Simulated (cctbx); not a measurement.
## What is wrong with this refinement?

Cell a = 13.9440 Å, b = 6.6920 Å, c = 10.4260 Å, α = 90.00°, β = 96.92°, γ = 90.00°; space group C2/m (no. 12). The compound is Na5Cr2Cl13.

The data are simulated with cctbx, not measured: synchrotron X-rays, λ = 0.7749 Å, to d = 0.77 Å, 50 % of the full sphere, strongest reflection 20000 counts, noise from counting, a 2 % proportional error and a noise floor of 8 counts (s.d.); no absorption, and some extinction, which the refinements don't model.

An anisotropic refinement with weights 1/σ² prints:

```text
Rint 0.028, 1081 unique reflections to 0.77 A
cycle     R1     wR2    GooF  max shift (A)
   1  0.1665  0.3560   7.642   0.02538
   2  0.1006  0.2517   5.404   0.00014
final R1 0.1003 wR2 0.2517 GooF 5.404  parameters 53  data/parameter 20.4
atom        x        y        z      Ueq    occ   su(xyz)  su(Uiso or U11)
S1     0.92873  0.00000  0.75890  -0.0008  1.000  0.00028  0.0012  NPD
Cl1    0.63124  0.23941  0.42574   0.0153  1.000  0.00044  0.0012
Cl2    0.00000  0.00000  0.00000   0.0224  1.000  0.00000  0.0029
Cl3    0.68260  0.24286  0.14758   0.0244  1.000  0.00051  0.0015
Cl4    0.94133  0.26327  0.25715   0.0212  1.000  0.00044  0.0015
Na1    0.72187  0.00000  0.65317   0.0190  1.000  0.00067  0.0031
Na2    0.00000  0.00000  0.50000   0.0256  1.000  0.00000  0.0055
Na3    0.66199  0.50000  0.92351   0.0239  1.000  0.00074  0.0038
difference map: max 5.41 min -1.06 rms 0.41
Q1    0.0925  0.0000  0.2458    4    5.45  0.29 A from S1
Q2    0.0000  0.0000  0.0000    2    1.30  0.00 A from Cl2
Q3    0.0000  0.0000  0.5000    2    1.25  0.00 A from Na2
Q4    0.1383  0.0000  0.9214    4    1.05  0.33 A from Na3
Q5    0.0670  0.0000  0.7081    4    0.98  1.81 A from Cl4
Q6    0.1560  0.5000  0.3773    4    0.91  1.73 A from Cl1
```

Q: Accept it or mend it, and why?

Mend it. The fault: wrong element: S1 is Cr. Against the right model at the same level, R1 goes from 0.0227 to 0.1003 and GooF from 0.96 to 5.40, U of S1 shrinks from 0.0162 to -0.0008 Å², the top difference peak, 5.5 e/Å³, lies on S1 and S1 goes non-positive-definite. S1 has 8 electrons too few and its U shrinks to make up, as expected.

The compound is Na5Cr2Cl13. The right model at the same level gives:

```text
Rint 0.028, 1081 unique reflections to 0.77 A
cycle     R1     wR2    GooF  max shift (A)
   1  0.0316  0.0639   1.371   0.00151
   2  0.0227  0.0450   0.965   0.00000
final R1 0.0227 wR2 0.0450 GooF 0.965  parameters 53  data/parameter 20.4
atom        x        y        z      Ueq    occ   su(xyz)  su(Uiso or U11)
Cr1    0.92868  0.00000  0.75869   0.0162  1.000  0.00005  0.0002
Cl1    0.63150  0.23950  0.42573   0.0131  1.000  0.00008  0.0002
Cl2    0.00000  0.00000  0.00000   0.0184  1.000  0.00000  0.0005
Cl3    0.68237  0.24366  0.14768   0.0219  1.000  0.00009  0.0003
Cl4    0.94138  0.26323  0.25709   0.0185  1.000  0.00008  0.0003
Na1    0.72212  0.00000  0.65341   0.0161  1.000  0.00012  0.0006
Na2    0.00000  0.00000  0.50000   0.0209  1.000  0.00000  0.0009
Na3    0.66038  0.50000  0.92424   0.0211  1.000  0.00013  0.0006
difference map: max 0.48 min -0.50 rms 0.12
Q1    0.0674  0.0000  0.8823    4    0.50  1.32 A from Na3
Q2    0.0852  0.5000  0.0515    4    0.47  2.27 A from Cl3
Q3    0.1901  0.5000  0.7221    4    0.47  0.89 A from Na1
Q4    0.0021  0.5000  0.0877    4    0.44  2.59 A from Cl4
Q5    0.0334  0.3627  0.9107    8    0.42  1.94 A from Cl4
Q6    0.0049  0.2867  0.4170    8    0.40  1.77 A from Cl1
```

The model is made up (kin elements in a known structure type, no relaxation), so it says nothing on whether the phase exists.

[Middle refinement cycles are left out of these outputs.]

[Logs are printed without paths, hosts, clocks, repeated set-up lines and the standing remarks that a program may print on its own settings, such as how far it seeks lower states.]
